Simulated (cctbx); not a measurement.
# Reading a Patterson map

Space group P4_2/mnm (no. 136), a = 7.0720 Å, b = 7.0720 Å, c = 3.7060 Å, α = 90.00°, β = 90.00°, γ = 90.00°, content W2 Ru8 As4.

The data are simulated with cctbx, not measured: synchrotron X-rays, λ = 0.6889 Å, to d = 0.65 Å, 95 % of the full sphere, strongest reflection 40000 counts, noise from counting, a 4 % proportional error and a noise floor of 2 counts (s.d.); no absorption.

Patterson synthesis, origin scaled to 1000:

```text
Patterson group P 4/m m m
      u       v       w   height  length (A)
  0.000   0.000   0.000   1000.0     0.00
  0.500   0.500   0.500    437.9     5.33
  0.153   0.419   0.000    243.8     3.15
  0.273   0.273   0.000    220.5     2.74
  0.088   0.337   0.500    195.0     3.08
  0.215   0.215   0.500    160.9     2.84
  0.376   0.376   0.500    156.0     4.19
  0.067   0.223   0.500    130.6     2.48
  0.430   0.430   0.000    122.5     4.30
  0.138   0.307   0.000     92.4     2.38
  0.327   0.500   0.500     88.9     4.62
  0.185   0.500   0.500     85.0     4.20
  0.071   0.500   0.500     56.3     4.02
  0.000   0.129   0.073     11.1     0.95
```

Q: Assign the vectors.

A peak at u stands for all pairs with xi − xj = u, with weight Σ ZiZj against Σ Z² = 30796 at the origin. Peak heights follow these weights only roughly, since form factors, motion and series ripples differ, all vectors within 0.55 Å of a peak are counted as merged into it though the farther ones add only part of their weight, and F(000) is left out, which lowers the whole map:

| u | v | w | shortest length (Å) | height | 1000 ΣZiZj/ΣZ² | pairs in the cell |
| --- | --- | --- | --- | --- | --- | --- |
| 0.500 | 0.500 | 0.500 | 5.33 | 438 | 356 | 2 × W–W |
| 0.153 | 0.419 | 0.000 | 3.15 | 244 | 306 | 2 × W–Ru, 2 × Ru–As |
| 0.273 | 0.273 | 0.000 | 2.73 | 220 | 284 | 2 × W–As, 2 × Ru–Ru |
| 0.088 | 0.337 | 0.500 | 3.08 | 195 | 211 | 2 × W–Ru |
| 0.215 | 0.215 | 0.500 | 2.84 | 161 | 159 | 2 × W–As |
| 0.376 | 0.376 | 0.500 | 4.19 | 156 | 189 | 4 × Ru–As |
| 0.067 | 0.223 | 0.500 | 2.48 | 131 | 220 | 2 × Ru–Ru, 2 × Ru–As |
| 0.430 | 0.430 | 0.000 | 4.30 | 122 | 161 | 2 × Ru–Ru, 1 × As–As |
| 0.138 | 0.307 | 0.000 | 2.38 | 92 | 157 | 2 × Ru–As, 1 × Ru–Ru |
| 0.327 | 0.500 | 0.500 | 4.61 | 89 | 126 | 2 × Ru–Ru |

The table stops at ten peaks or at a height of 45, below which ripples compete. In the model behind the data W, the heaviest element, has 1 independent site: (0, 0, 1/2), up to an allowed shift of origin; the W–W vectors are differences of these positions and their symmetry mates. The whole model:

```csv
atom,mult.,x,y,z,Ueq (Å²)
W1,2,0,0,1/2,0.0037
Ru1,8,0.6600,0.9118,0,0.0070
As1,4,0.7835,0.2165,0,0.0055
```

This is a model crystal, built by substitution and not relaxed, with assumed displacement parameters.

[Logs are printed without paths, hosts, clocks, repeated set-up lines and the standing remarks that a program may print on its own settings, such as how far it seeks lower states.]
